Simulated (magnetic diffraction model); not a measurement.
# Magnetic neutron pattern of KTmMo2

Space group P-42_1m (no. 113), a = 7.1760 Å, c = 4.6740 Å.

| site | atom | x | y | z |
| --- | --- | --- | --- | --- |
| 2c | Tm | 0 | 1/2 | 0.2092 |
| 4e | Mo | 0.2020 | 0.7020 | 0.7209 |
| 2a | K | 0 | 0 | 0 |

The compound is invented for this exercise: a known structure type with other elements, its cell scaled to their sizes and not relaxed.

Only Tm is taken to order (form factors of Tm3+); orders and moment sizes are assumed, and not adapted to the symmetry. Radiation: neutrons of λ = 2.0775 Å, 5° to 55°; isotropic B of 0.21 Å² (Tm), 0.25 Å² (Mo) and 0.35 Å² (K). The intensities are simulated: I ∝ L Σ (|F_N|² + |F_M⊥|²) for unpolarised neutrons, with F_M = 2.695 fm/μB × Σ f(s) S exp(2πi Q·r) exp(−B s²) at Q = H ± k (one set where k and −k are equivalent), only the part normal to Q counting and L = 1/(sin²θ cos θ). For collinear order S is the moment m, which repeats by lattice and centring translations R with the sign exp(−2πi k·R). Form factors are spin-only for 3d ions and dipole or tabulated for f ions, scattering lengths are Sears's of 1992, and absorption is left out. A label names one of the reflections at its angle. The strongest nuclear line in the range is 100, and lines under 0.2 are left out.

Assume the order k = (0 0 0), collinear moments along [111], 4.1 μB on Tm; signs + at (0, 1/2, 0.2092), + at (1/2, 0, 0.7908).

Q: Where does magnetic intensity appear, and how strong is it?

```tsv
2θ (°)	index	nuclear	magnetic
23.62	(1 1 0)	15.1	47.9
25.68	(0 0 1)	2.8	1.8
30.76	(1 0 1)	7.3	66.3
33.66	(2 0 0)	0.0	22.8
35.17	(1 1 1)	100.0	3.3
37.77	(2 1 0)	31.1	0.0
42.81	(2 0 1)	26.1	2.0
46.24	(2 1 1)	84.3	48.6
48.34	(2 2 0)	74.4	10.4
52.78	(0 0 2)	18.4	4.6
54.48	(3 1 0)	0.0	16.0
```

The strongest magnetic line in the range is (1 0 1) at 30.76° (66.3). On top of the Lorentz factor, which all lines share, magnetic lines fade with angle because f falls: for Tm3+ it is 0.97, 0.87, 0.75 and 0.49 at sin θ/λ = 0.1, 0.2, 0.3 and 0.5 Å⁻¹, while nuclear lengths stay constant. The net moment is 8.20 μB a primitive cell.

[Logs are printed without paths, hosts, clocks, repeated set-up lines and the standing remarks that a program may print on its own settings, such as how far it seeks lower states.]
